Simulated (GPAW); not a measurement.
**Ballistic transport through CN in line between two Pd chains, from relaxation to T(E)**

How well does CN in line between two Pd chains conduct once its atoms have relaxed, and how much do cheaper levels lose?

Method: GPAW LCAO, PAW setups; relaxation of the junction within the symmetry of its start, lead ends held, in the first sound run; inputs show where later runs differ, in GPAW 26.7.0.

Report form: the programs' logs are mostly left out.

## (1) Starting point

The cell holds 18 atoms: 16 Pd, 1 C and 1 N. Its edges and angles: a = 9.000 Å, b = 9.000 Å, c = 42.373 Å, α = 90.0°, β = 90.0°, γ = 90.0°. Regions: left lead, 8 atoms (8 Pd); channel, 2 atoms (1 C and 1 N); right lead, 8 atoms (8 Pd). Vacuum lies along a and b. The structure is stacked along c, and the current runs across the ab planes.

## (2) Relaxation

Transmission follows bond lengths closely, so the atoms between the held lead ends are relaxed first, within whatever symmetry the start has.

The input, run.py:

```python
import json
from ase import Atoms
from ase.constraints import FixAtoms
from ase.optimize import BFGS
from gpaw import GPAW, FermiDirac

device = Atoms(
    ['Pd', 'Pd', 'Pd', 'Pd', 'Pd', 'Pd', 'Pd', 'Pd', 'C', 'N', 'Pd', 'Pd', 'Pd', 'Pd', 'Pd', 'Pd', 'Pd', 'Pd'],
    positions=[
        [4.50000, 4.50000, 1.25000],
        [4.50000, 4.50000, 3.75000],
        [4.50000, 4.50000, 6.25000],
        [4.50000, 4.50000, 8.75000],
        [4.50000, 4.50000, 11.25000],
        [4.50000, 4.50000, 13.75000],
        [4.50000, 4.50000, 16.25000],
        [4.50000, 4.50000, 18.75000],
        [4.50000, 4.50000, 20.60850],
        [4.50000, 4.50000, 21.78850],
        [4.50000, 4.50000, 23.62290],
        [4.50000, 4.50000, 26.12290],
        [4.50000, 4.50000, 28.62290],
        [4.50000, 4.50000, 31.12290],
        [4.50000, 4.50000, 33.62290],
        [4.50000, 4.50000, 36.12290],
        [4.50000, 4.50000, 38.62290],
        [4.50000, 4.50000, 41.12290]],
    cell=[[9.0, 0.0, 0.0], [0.0, 9.0, 0.0], [0.0, 0.0, 42.3729]],
    pbc=True)

device.set_constraint(FixAtoms([0, 1, 2, 3, 4, 5, 6, 11, 12, 13, 14, 15, 16, 17]))
device.calc = GPAW(mode='lcao', basis='dzp', xc='PBE', h=0.18,
                   kpts={'size': (1, 1, 2), 'gamma': True},
                   symmetry={'tolerance': 1e-3, 'extra_ids': [1, 1, 1, 1, 1, 1, 1, 0, 0, 0, 0, 1, 1, 1, 1, 1, 1, 1]},
                   occupations=FermiDirac(0.1), maxiter=250,
                   mixer=dict(beta=0.1, nmaxold=8, weight=100.0),
                   convergence=dict(density=0.0001), txt='relax.txt')
path = []
opt = BFGS(device, maxstep=0.15)
opt.attach(lambda: path.append((device.get_potential_energy(), device.positions.tolist(), device.get_forces().tolist())))
relaxed = bool(opt.run(fmax=0.05, steps=50))
json.dump(dict(relaxed=relaxed, path=path, positions=device.positions.tolist(), moments=device.get_magnetic_moments().tolist(),
               forces=device.get_forces(apply_constraint=False).tolist()), open('result.json', 'w'))
```

Run with:

```
OMP_NUM_THREADS=1 OPENBLAS_NUM_THREADS=1 python run.py
```

Run time: 2 h. Hardware: 1 thread of Arm Neoverse V1, shared host; peak memory 2.3 GiB.

Step by step (22 of 43):

| step | energy less that of the first step (eV) | largest force (eV/Å) |
| --- | --- | --- |
| 1 | 0.0000 | 2.6694 |
| 3 | -0.1529 | 2.4833 |
| 5 | -0.1835 | 0.1759 |
| 7 | -0.1840 | 0.1113 |
| 9 | -0.0596 | 4.5633 |
| 11 | -0.1842 | 0.1675 |
| 13 | 0.0924 | 4.5654 |
| 15 | -0.1851 | 0.2535 |
| 17 | -0.1854 | 0.1291 |
| 19 | -0.1853 | 0.2820 |
| 21 | -0.1852 | 0.2020 |
| 23 | -0.1855 | 0.2199 |
| 25 | -0.1838 | 0.5412 |
| 27 | -0.1859 | 0.1027 |
| 29 | -0.1852 | 0.2633 |
| 31 | -0.1858 | 0.1315 |
| 33 | -0.1859 | 0.1172 |
| 35 | -0.1846 | 0.3871 |
| 37 | -0.1858 | 0.1001 |
| 39 | -0.1857 | 0.1383 |
| 41 | -0.1821 | 0.7449 |
| 43 | -0.1860 | 0.0307 |

The atoms that moved most (Å):

| atom | dx | dy | dz | length |
| --- | --- | --- | --- | --- |
| Pd11 | 0.000 | 0.000 | 0.089 | 0.089 |
| Pd8 | 0.000 | 0.000 | -0.078 | 0.078 |
| C9 | 0.000 | 0.000 | -0.044 | 0.044 |
| N10 | 0.000 | 0.000 | -0.031 | 0.031 |

The relaxation lowered the energy of the cell by 0.186 eV (energies extrapolated to zero smearing; the optimiser's log prints free energies). The largest force left on a free atom is 0.031 eV/Å.

## (3) Double-zeta polarised basis

Localised orbitals split the wire into layers that couple to their neighbours alone, which is what the Green's function method needs; double zeta with polarisation is the usual level for numbers.

This step: GPAW LCAO, PAW setups; Landauer transmission from Green's functions with principal layers (ASE), zero bias (GPAW 26.7.0).

The input, run.py:

```python
import json
import numpy as np
from ase import Atoms
from ase.transport.calculators import TransportCalculator
from gpaw import GPAW, FermiDirac
from gpaw.lcao.tools import get_lcao_hamiltonian
from scipy.linalg import eigh

# The junction with lead layers at both ends, along the third cell vector
device = Atoms(
    ['Pd', 'Pd', 'Pd', 'Pd', 'Pd', 'Pd', 'Pd', 'Pd', 'C', 'N', 'Pd', 'Pd', 'Pd', 'Pd', 'Pd', 'Pd', 'Pd', 'Pd'],
    positions=[
        [4.50000, 4.50000, 1.25000],
        [4.50000, 4.50000, 3.75000],
        [4.50000, 4.50000, 6.25000],
        [4.50000, 4.50000, 8.75000],
        [4.50000, 4.50000, 11.25000],
        [4.50000, 4.50000, 13.75000],
        [4.50000, 4.50000, 16.25000],
        [4.50000, 4.50000, 18.67225],
        [4.50000, 4.50000, 20.56407],
        [4.50000, 4.50000, 21.75734],
        [4.50000, 4.50000, 23.71185],
        [4.50000, 4.50000, 26.12290],
        [4.50000, 4.50000, 28.62290],
        [4.50000, 4.50000, 31.12290],
        [4.50000, 4.50000, 33.62290],
        [4.50000, 4.50000, 36.12290],
        [4.50000, 4.50000, 38.62290],
        [4.50000, 4.50000, 41.12290]],
    cell=[[9.0, 0.0, 0.0], [0.0, 9.0, 0.0], [0.0, 0.0, 42.3729]],
    pbc=True)

# One principal layer of the lead: the first 5 atoms of the device
lead = Atoms(
    ['Pd', 'Pd', 'Pd', 'Pd', 'Pd'],
    positions=[
        [4.50000, 4.50000, 1.25000],
        [4.50000, 4.50000, 3.75000],
        [4.50000, 4.50000, 6.25000],
        [4.50000, 4.50000, 8.75000],
        [4.50000, 4.50000, 11.25000]],
    cell=[[9.0, 0.0, 0.0], [0.0, 9.0, 0.0], [0.0, 0.0, 12.5]],
    pbc=True)

settings = dict(mode='lcao', basis='dzp', xc='PBE', h=0.18,
                occupations=FermiDirac(0.1), maxiter=250,
                mixer=dict(beta=0.1, nmaxold=8, weight=100.0),
                convergence=dict(density=0.0001))
energies = np.arange(-2, 2 + 1e-9, 0.025)
eta = 0.0001
n1, n2 = 1, 1
# k and -k transmit alike, so half of the mesh across the current serves
mesh = [(i, j) for i in range(n1) for j in range(n2) if (i, j) <= (-i % n1, -j % n2)]
weights = np.array([1 if (i, j) == (-i % n1, -j % n2) else 2 for i, j in mesh]) / (n1 * n2)

# [... helper functions left out ...]
fermi_lead = ground_state(lead, (1, 1, 9), 'lead.txt')
fermi_device = ground_state(device, (1, 1, 2), 'device.txt')
# [... loop over the mesh left out, but for ...]
        # Shift the lead onto the potential of the device's first layer
        shift = ((H[:, 0, 0] - H0[:, 0, 0]) / S0[0, 0]).real.mean()
# [...]
kT = 8.617333e-5 * 300
bias = [0.1, 0.2, 0.5, 1.0, 1.5, 2.0]
# [... integrals and printing left out ...]
```

The job ended after 10 min (1 thread; peak memory 2.6 GiB).

This step gave:

| Quantity | Value |
| --- | --- |
| conductance | 1.881 G₀ |
| largest coupling past the next principal layer | 1.07e-4 eV |
| largest misfit of the first principal layer | 0.07143 eV |
| shift that aligns the lead | 5.62e-4 eV |
| basis functions of the junction | 458 |
| basis functions of a principal layer | 135 |
| transmission at the Fermi level (one spin) | 1.939 |

One spin. Transmission, zone mean against energy, zero at the Fermi level:

| energy (eV) | transmission, zone mean |
| --- | --- |
| -2.000 | 0.972 |
| -1.900 | 0.938 |
| -1.800 | 0.960 |
| -1.700 | 1.04 |
| -1.600 | 1.15 |
| -1.500 | 1.28 |
| -1.400 | 1.42 |
| -1.300 | 1.54 |
| -1.200 | 1.63 |
| -1.100 | 1.69 |
| -1.000 | 1.71 |
| -0.900 | 1.71 |
| -0.800 | 1.71 |
| -0.700 | 1.71 |
| -0.600 | 1.71 |
| -0.500 | 1.71 |
| -0.400 | 1.67 |
| -0.300 | 1.75 |
| -0.200 | 1.86 |
| -0.100 | 1.96 |
| -0.050 | 1.97 |
| 0.000 | 1.94 |
| 0.100 | 1.35 |
| 0.200 | 0.416 |
| 0.300 | 0.144 |
| 0.400 | 0.0726 |
| 0.500 | 0.0468 |
| 0.600 | 0.0351 |
| 0.700 | 0.0289 |
| 0.800 | 0.0254 |
| 0.900 | 0.0232 |
| 1.000 | 0.0217 |
| 1.100 | 0.0208 |
| 1.200 | 0.0202 |
| 1.300 | 0.0197 |
| 1.400 | 0.0194 |
| 1.500 | 0.0192 |
| 1.600 | 0.0190 |
| 1.700 | 0.0189 |
| 1.800 | 0.0188 |
| 1.900 | 0.0187 |
| 2.000 | 0.0186 |

Not self-consistent under bias; the bias window is split evenly. Table of current through one cell, from the zero-bias transmission by bias:

| bias (V) | current through one cell, from the zero-bias transmission (μA) |
| --- | --- |
| 0.100 | 14.4 |
| 0.200 | 27.7 |
| 0.500 | 57.4 |
| 1.000 | 92.7 |
| 1.500 | 126 |
| 2.000 | 160 |

Table of transmission of the three most open eigenchannels by energy, zero at the Fermi level:

| energy (eV) | channel 1 | channel 2 | channel 3 |
| --- | --- | --- | --- |
| -2.000 | 0.434 | 0.434 | 0.104 |
| -1.800 | 0.430 | 0.430 | 0.0996 |
| -1.600 | 0.526 | 0.526 | 0.0986 |
| -1.400 | 0.658 | 0.658 | 0.103 |
| -1.200 | 0.758 | 0.758 | 0.114 |
| -1.000 | 0.786 | 0.786 | 0.138 |
| -0.800 | 0.764 | 0.764 | 0.180 |
| -0.600 | 0.735 | 0.735 | 0.243 |
| -0.400 | 0.723 | 0.723 | 0.222 |
| -0.200 | 0.727 | 0.727 | 0.404 |
| 0.000 | 0.653 | 0.653 | 0.633 |
| 0.200 | 0.416 | 3.1e-7 | 2.7e-11 |
| 0.400 | 0.0726 | 3.2e-7 | 0 |
| 0.600 | 0.0351 | 3.3e-7 | 0 |
| 0.800 | 0.0254 | 3.4e-7 | 0 |
| 1.000 | 0.0217 | 3.4e-7 | 0 |
| 1.200 | 0.0202 | 3.5e-7 | 0 |
| 1.400 | 0.0194 | 3.6e-7 | 0 |
| 1.600 | 0.0190 | 3.7e-7 | 0 |
| 1.800 | 0.0188 | 3.8e-7 | 0 |
| 2.000 | 0.0186 | 3.9e-7 | 0 |

Couplings past the next layer reach 1.1e-4 eV, small enough to drop; the matrix elements of the cell's first layer differ from the bulk lead's by up to 0.071 eV. That layer keeps its own values in the calculation, and only beyond it is the lead taken as perfect. The Fermi levels of lead and junction count from different zeros of potential, one for each periodic cell; with both set to zero, the small remaining shift is what aligns them. By hand: G = 1.881 × 77.48 μS = 146 μS, a resistance of 6.86 kΩ; at 0.1 V a linear junction would pass 14.6 μA, and the integral over the bias window gives 14.4 μA.

## (4) Single-zeta polarised basis

One radial function a shell plus polarisation makes the matrices smaller; the question is what that costs.

Edit run.py of step 3 so:

```diff
@@ -45,3 +45,3 @@
 
-settings = dict(mode='lcao', basis='dzp', xc='PBE', h=0.18,
+settings = dict(mode='lcao', basis='szp(dzp)', xc='PBE', h=0.18,
                 occupations=FermiDirac(0.1), maxiter=250,
```

Elapsed: 7.5 min, on 1 thread; peak memory 2.4 GiB.

Numbers from this step:

* conductance: 1.335 G₀
* largest coupling past the next principal layer: 1.09e-4 eV
* largest misfit of the first principal layer: 0.04072 eV
* shift that aligns the lead: -5.47e-4 eV
* basis functions of the junction: 258
* basis functions of a principal layer: 75
* transmission at the Fermi level (one spin): 1.430

One spin. Table of transmission, zone mean by energy, zero at the Fermi level:

| energy (eV) | transmission, zone mean |
| --- | --- |
| -2.000 | 0.941 |
| -1.900 | 0.950 |
| -1.800 | 1.01 |
| -1.700 | 1.10 |
| -1.600 | 1.22 |
| -1.500 | 1.35 |
| -1.400 | 1.46 |
| -1.300 | 1.55 |
| -1.200 | 1.59 |
| -1.100 | 1.61 |
| -1.000 | 1.62 |
| -0.900 | 1.61 |
| -0.800 | 1.59 |
| -0.700 | 1.58 |
| -0.600 | 1.56 |
| -0.500 | 1.56 |
| -0.400 | 1.56 |
| -0.300 | 1.55 |
| -0.200 | 1.57 |
| -0.100 | 1.64 |
| 0.000 | 1.43 |
| 0.100 | 0.744 |
| 0.200 | 0.166 |
| 0.300 | 0.0729 |
| 0.400 | 0.0439 |
| 0.500 | 0.0317 |
| 0.600 | 0.0256 |
| 0.700 | 0.0224 |
| 0.800 | 0.0206 |
| 0.900 | 0.0197 |
| 1.000 | 0.0193 |
| 1.100 | 0.0192 |
| 1.200 | 0.0192 |
| 1.300 | 0.0194 |
| 1.400 | 0.0197 |
| 1.500 | 0.0200 |
| 1.600 | 0.0203 |
| 1.700 | 0.0206 |
| 1.800 | 0.0208 |
| 1.900 | 0.0211 |
| 2.000 | 0.0213 |

Not self-consistent under bias; the bias window is split evenly. Current through one cell, from the zero-bias transmission against bias:

| bias (V) | current through one cell, from the zero-bias transmission (μA) |
| --- | --- |
| 0.100 | 10.2 |
| 0.200 | 19.5 |
| 0.500 | 41.7 |
| 1.000 | 73.0 |
| 1.500 | 104 |
| 2.000 | 135 |

Transmission of the three most open eigenchannels against energy, zero at the Fermi level:

| energy (eV) | channel 1 | channel 2 | channel 3 |
| --- | --- | --- | --- |
| -2.000 | 0.412 | 0.412 | 0.117 |
| -1.900 | 0.418 | 0.418 | 0.114 |
| -1.800 | 0.447 | 0.447 | 0.112 |
| -1.700 | 0.495 | 0.495 | 0.112 |
| -1.600 | 0.555 | 0.555 | 0.112 |
| -1.500 | 0.618 | 0.618 | 0.114 |
| -1.400 | 0.673 | 0.673 | 0.118 |
| -1.300 | 0.711 | 0.711 | 0.123 |
| -1.200 | 0.731 | 0.731 | 0.131 |
| -1.100 | 0.736 | 0.736 | 0.142 |
| -1.000 | 0.729 | 0.729 | 0.157 |
| -0.900 | 0.716 | 0.716 | 0.177 |
| -0.800 | 0.695 | 0.695 | 0.203 |
| -0.700 | 0.670 | 0.670 | 0.238 |
| -0.600 | 0.640 | 0.640 | 0.284 |
| -0.500 | 0.608 | 0.608 | 0.340 |
| -0.400 | 0.581 | 0.581 | 0.400 |
| -0.300 | 0.559 | 0.559 | 0.435 |
| -0.200 | 0.533 | 0.533 | 0.506 |
| -0.100 | 0.709 | 0.465 | 0.465 |
| 0.000 | 0.919 | 0.256 | 0.256 |
| 0.100 | 0.744 | 1.1e-8 | 8.5e-11 |
| 0.200 | 0.166 | 1.1e-8 | 0 |
| 0.300 | 0.0729 | 1.1e-8 | 0 |
| 0.400 | 0.0439 | 1.1e-8 | 0 |
| 0.500 | 0.0317 | 1.1e-8 | 0 |
| 0.600 | 0.0256 | 1.1e-8 | 0 |
| 0.700 | 0.0224 | 1.1e-8 | 0 |
| 0.800 | 0.0206 | 1.1e-8 | 0 |
| 0.900 | 0.0197 | 1.1e-8 | 0 |
| 1.000 | 0.0193 | 1.1e-8 | 0 |
| 1.100 | 0.0192 | 1.1e-8 | 0 |
| 1.200 | 0.0192 | 1.1e-8 | 0 |
| 1.300 | 0.0194 | 1.1e-8 | 0 |
| 1.400 | 0.0197 | 1.1e-8 | 0 |
| 1.500 | 0.0200 | 1.1e-8 | 0 |
| 1.600 | 0.0203 | 1.0e-8 | 0 |
| 1.700 | 0.0206 | 1.0e-8 | 0 |
| 1.800 | 0.0208 | 1.0e-8 | 0 |
| 1.900 | 0.0211 | 1.0e-8 | 0 |
| 2.000 | 0.0213 | 1.0e-8 | 0 |

The conductance, 1.33 G₀, lies 29 % below that of the dzp run.

## (5) Minimal basis

One function for each valence shell of the setup, as for a first survey of a large system.

Edit run.py of step 4 so:

```diff
@@ -45,3 +45,3 @@
 
-settings = dict(mode='lcao', basis='szp(dzp)', xc='PBE', h=0.18,
+settings = dict(mode='lcao', basis='sz(dzp)', xc='PBE', h=0.18,
                 occupations=FermiDirac(0.1), maxiter=250,
```

It took 4.8 min on 1 thread; peak memory 2.3 GiB.

Numbers from this step:

```
conductance                                             : 1.324 G₀
largest coupling past the next principal layer          : 1.08e-4 eV
largest misfit of the first principal layer             : 0.04047 eV
shift that aligns the lead                              : 0.001581 eV
basis functions of the junction                         : 200
basis functions of a principal layer                    : 60
transmission at the Fermi level (one spin)              : 1.396
open channels of the lead at the Fermi level (one spin) : 4
```

The conductance, 1.32 G₀, lies 30 % below that of the dzp run.

## (6) LDA in the dzp basis: xc = "LDA"

Back in the dzp basis, the functional changes from PBE to LDA, to set the spread between functionals beside that between bases.

Edit run.py of step 5 so:

```diff
@@ -45,3 +45,3 @@
 
-settings = dict(mode='lcao', basis='sz(dzp)', xc='PBE', h=0.18,
+settings = dict(mode='lcao', basis='dzp', xc='LDA', h=0.18,
                 occupations=FermiDirac(0.1), maxiter=250,
```

It took 11 min on 1 thread; peak memory 2.6 GiB.

Numbers from this step:

- conductance: 1.953 G₀
- largest coupling past the next principal layer: 1.19e-4 eV
- largest misfit of the first principal layer: 0.06089 eV
- shift that aligns the lead: -7.54e-4 eV
- basis functions of the junction: 458
- basis functions of a principal layer: 135
- transmission at the Fermi level (one spin): 1.996

One spin. Table of transmission, zone mean by energy, zero at the Fermi level:

energy (eV), transmission, zone mean and a bar:
```
   -2.000       1.01 ###############
   -1.900       0.97 ##############
   -1.800       0.99 ###############
   -1.700       1.06 ################
   -1.600       1.16 #################
   -1.500       1.28 ###################
   -1.400       1.40 #####################
   -1.300       1.51 #######################
   -1.200       1.60 ########################
   -1.100       1.66 #########################
   -1.000       1.69 #########################
   -0.900       1.70 #########################
   -0.800       1.70 #########################
   -0.700       1.70 #########################
   -0.600       1.71 #########################
   -0.500       1.68 #########################
   -0.400       1.69 #########################
   -0.300       1.78 ###########################
   -0.200       1.89 ############################
   -0.100       1.99 ##############################
   -0.050       2.01 ##############################
    0.000       2.00 ##############################
    0.100       1.62 ########################
    0.200       0.37 #####
    0.300       0.12 ##
    0.400       0.06 #
    0.500       0.04 
    0.600       0.03 
    0.700       0.03 
    0.800       0.02 
    0.900       0.02 
    1.000       0.02 
    1.100       0.02 
    1.200       0.02 
    1.300       0.02 
    1.400       0.02 
    1.500       0.02 
    1.600       0.02 
    1.700       0.02 
    1.800       0.02 
    1.900       0.02 
    2.000       0.02
```

The conductance, 1.95 G₀, lies 3.8 % above that of the dzp run.

## (7) The structure as built: geometry = "as built"

The dzp basis with PBE on the structure as first built shows what the relaxation was worth.

Edit run.py of step 6 so:

```diff
@@ -19,6 +19,6 @@
         [4.50000, 4.50000, 16.25000],
-        [4.50000, 4.50000, 18.67225],
-        [4.50000, 4.50000, 20.56407],
-        [4.50000, 4.50000, 21.75734],
-        [4.50000, 4.50000, 23.71185],
+        [4.50000, 4.50000, 18.75000],
+        [4.50000, 4.50000, 20.60850],
+        [4.50000, 4.50000, 21.78850],
+        [4.50000, 4.50000, 23.62290],
         [4.50000, 4.50000, 26.12290],
@@ -45,3 +45,3 @@
 
-settings = dict(mode='lcao', basis='dzp', xc='LDA', h=0.18,
+settings = dict(mode='lcao', basis='dzp', xc='PBE', h=0.18,
                 occupations=FermiDirac(0.1), maxiter=250,
```

The job ended after 11 min (1 thread; peak memory 2.6 GiB).

Numbers from this step:

```
conductance                                    : 1.930 G₀
largest coupling past the next principal layer : 1.07e-4 eV
largest misfit of the first principal layer    : 0.06441 eV
shift that aligns the lead                     : 1.76e-4 eV
transmission at the Fermi level (one spin)     : 1.990
```

One spin. The transmission, zone mean by energy, zero at the Fermi level:

| energy (eV) | transmission, zone mean |
| --- | --- |
| -2.000 | 1.70 |
| -1.900 | 1.66 |
| -1.800 | 1.68 |
| -1.700 | 1.74 |
| -1.600 | 1.81 |
| -1.500 | 1.86 |
| -1.400 | 1.89 |
| -1.300 | 1.90 |
| -1.200 | 1.90 |
| -1.100 | 1.91 |
| -1.000 | 1.94 |
| -0.900 | 1.97 |
| -0.800 | 2.01 |
| -0.700 | 2.03 |
| -0.600 | 2.05 |
| -0.500 | 2.09 |
| -0.400 | 2.00 |
| -0.300 | 2.01 |
| -0.200 | 2.06 |
| -0.100 | 2.10 |
| 0.000 | 1.99 |
| 0.100 | 1.30 |
| 0.200 | 0.475 |
| 0.300 | 0.182 |
| 0.400 | 0.0929 |
| 0.500 | 0.0594 |
| 0.600 | 0.0439 |
| 0.700 | 0.0357 |
| 0.800 | 0.0309 |
| 0.900 | 0.0279 |
| 1.000 | 0.0258 |
| 1.100 | 0.0244 |
| 1.200 | 0.0234 |
| 1.300 | 0.0226 |
| 1.400 | 0.0220 |
| 1.500 | 0.0216 |
| 1.600 | 0.0212 |
| 1.700 | 0.0209 |
| 1.800 | 0.0206 |
| 1.900 | 0.0203 |
| 2.000 | 0.0201 |

The conductance, 1.93 G₀, lies 2.6 % above that of the dzp run.

## (8) Cost and result by level

Times are for 1 thread of Arm Neoverse V1, shared host. The series side by side:

| no. | run | conductance (G₀) | time | memory (GiB) |
| --- | --- | --- | --- | --- |
| 1 | dzp | 1.881 | 10 min | 2.6 |
| 2 | szp | 1.335 | 7.5 min | 2.4 |
| 3 | sz | 1.324 | 4.8 min | 2.3 |
| 4 | dzp LDA | 1.953 | 11 min | 2.6 |
| 5 | asbuilt | 1.930 | 11 min | 2.6 |

(Continued in part 2 of 2.)

[Logs are printed without paths, hosts, clocks, repeated set-up lines and the standing remarks that a program may print on its own settings, such as how far it seeks lower states.]

[Hosts, paths, dates, database ids (printed as entryN), source tags and the programs' standing remarks are cut or masked in the printed files.]
